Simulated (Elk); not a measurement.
## BP (F-43m): refractive index against wavelength

The refractive index of BP (F-43m) below the direct gap (3.41 eV on the mesh) is read from one computed spectrum, n = √(Re ε).

Symmetry: F-43m, No. 216, cubic system. Conventional cell: a = 4.538 Å, b = 4.538 Å, c = 4.538 Å, α = 90.00°, β = 90.00°, γ = 90.00°. P on site c has 4 B at 1.97 Å as nearest neighbours. B on site a is surrounded by 4 P at 1.97 Å.

Method: Elk 11.2.3 (patched build), PBE, independent particles, k-mesh 13×13×13, Lorentzian half width 0.15 eV.

Launch of the response step: `OMP_NUM_THREADS=4 elk`. The run took 18 s, its band step included, on 4 threads of Arm Neoverse V2 (shared host).

| wavelength (nm) | photon energy E (eV) | n |
| --- | --- | --- |
| 1550 | 0.800 | 3.0695 |
| 1310 | 0.946 | 3.0800 |
| 1064 | 1.165 | 3.0995 |
| 850 | 1.459 | 3.1332 |
| 700 | 1.771 | 3.1803 |
| 633 | 1.959 | ? |
| 532 | 2.331 | 3.3016 |

In the single-oscillator model n² − 1 = E₀E_d/(E₀² − E²), so 1/(n² − 1) = E₀/E_d − E²/(E₀E_d) is linear in E².

Working, on the rows shown:

| x = E² (eV²) | y = 1/(n² − 1) |
| --- | --- |
| 0.639837 | 0.118739 |
| 0.895757 | 0.117836 |
| 1.35784 | 0.116186 |
| 2.12762 | 0.113418 |
| 3.13716 | 0.109718 |
| 5.43137 | 0.101004 |

Means: x̄ = 2.2649, ȳ = 0.11282. Σ(x − x̄)(y − ȳ) = -0.05974, Σ(x − x̄)² = 16.14. Slope = -0.05974 / 16.14 = -0.0037; intercept = ȳ − slope · x̄ = 0.1212. Turned back into n, the line misses the rows shown by at most 0.0017.

Task: What does the fit predict for the withheld row, and how well does it do?

Result: At x = 3.8364 the line gives y = 0.107, that is 3.2165. The run gave 3.2149, so the interpolation is off by 0.0016, 0.7 % of the range in the table.

Refitted with all rows, the slope is -0.003692 and the intercept 0.12119. These give E₀ = √(intercept/−slope) = 5.73 eV and E_d = E₀/intercept = 47.3 eV; E₀ is 1.7 times the direct gap. The electronic limit at long wavelengths, without lattice vibrations, is n = √(1 + 1/intercept) = 3.042. Excitons are left out and so are local fields; PBE gaps are as a rule too small. The values come from a sum over the points of one k-mesh and carry its error, which grows as the direct gap shrinks.
